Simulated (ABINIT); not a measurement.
Computed results, one entry a study.

## Quasiparticle gap of KF (Carobbiite) in ABINIT

Symmetry: Fm-3m, No. 225, cubic system. Conventional cell: a = 5.344 Å, b = 5.344 Å, c = 5.344 Å, α = 90.00°, β = 90.00°, γ = 90.00°. Nearest to K lie 6 F at 2.67 Å. Nearest to F lie 6 K at 2.67 Å. Farther neighbours, and contacts between anions beyond the nearest, are not listed.

| Property | Result |
| --- | --- |
| method | RPA screening on LDA, plane waves, norm-conserving pseudopotentials (and 2 further levels or steps) |
| program | ABINIT 10.8.3 |
| settings | cutoff 36 Ha, PseudoDojo scalar-relativistic 0.4.1 standard, norm-conserving, ngkpt (4, 4, 4), nband 29, ecuteps 3.2 Ha, inclvkb 2, shiftk (0, 0, 0), symchi 1, awtr 1, frequency ppm, 4×4×4 k-mesh |
| cost | 5 runs, 29 s in all on 4 MPI ranks of Arm Neoverse V1, shared host |
| notes | The cell and positions come from the Crystallography Open Database and are kept as given unless a step says otherwise. The 4×4×4 mesh is coarse for this cell, which bears on the long-range parts of exchange and screening. |
| LDA gap | 5.82 eV, direct |
| G0W0 gap on the mesh | 10.02 eV |
| GW settings | 4×4×4 mesh, 29 bands, screening to 87.1 eV, Godby-Needs plasmon pole |
| known limits | short of the basis limit; coarse k mesh |

G0W0 moves the gap on the mesh from 5.82 eV to 10.02 eV (+4.20 eV), with Z of 0.81 and 0.90 at the edges. Local fields lower the RPA ε∞ on this mesh from 2.13 to 1.94; a Γ-centred mesh this coarse tends to raise both, most where the direct gap is narrow, while a short band sum lowers them.

[Paths, hosts, dates, memory and timing lines, banners, echoed tables and standing remarks are left out of the program output; an Ansatz launch command may be rebuilt from the run's recorded settings. Measured values are a selection of at most five: reports struck by readers or far from the other reports are left out. None is set beside runs whose start may be inverted or whose files or cutoffs have a known fault.]

[Runs of the session that timed out or met a known fault of the program may be left out.]

[Hosts, paths, dates, database ids (printed as entryN), source tags and the programs' standing remarks are cut or masked in the printed files.]

[G0W0 gaps are taken among the corrected bands and points alone; a level outside them can change the order at an edge.]

[Where Ansatz stands beside ABINIT at settings called matched, ABINIT's density can come from a denser mesh and the files from another edition; pairs whose starting gaps differed by over 0.03 eV were left out, so agreement reads better than it is.]
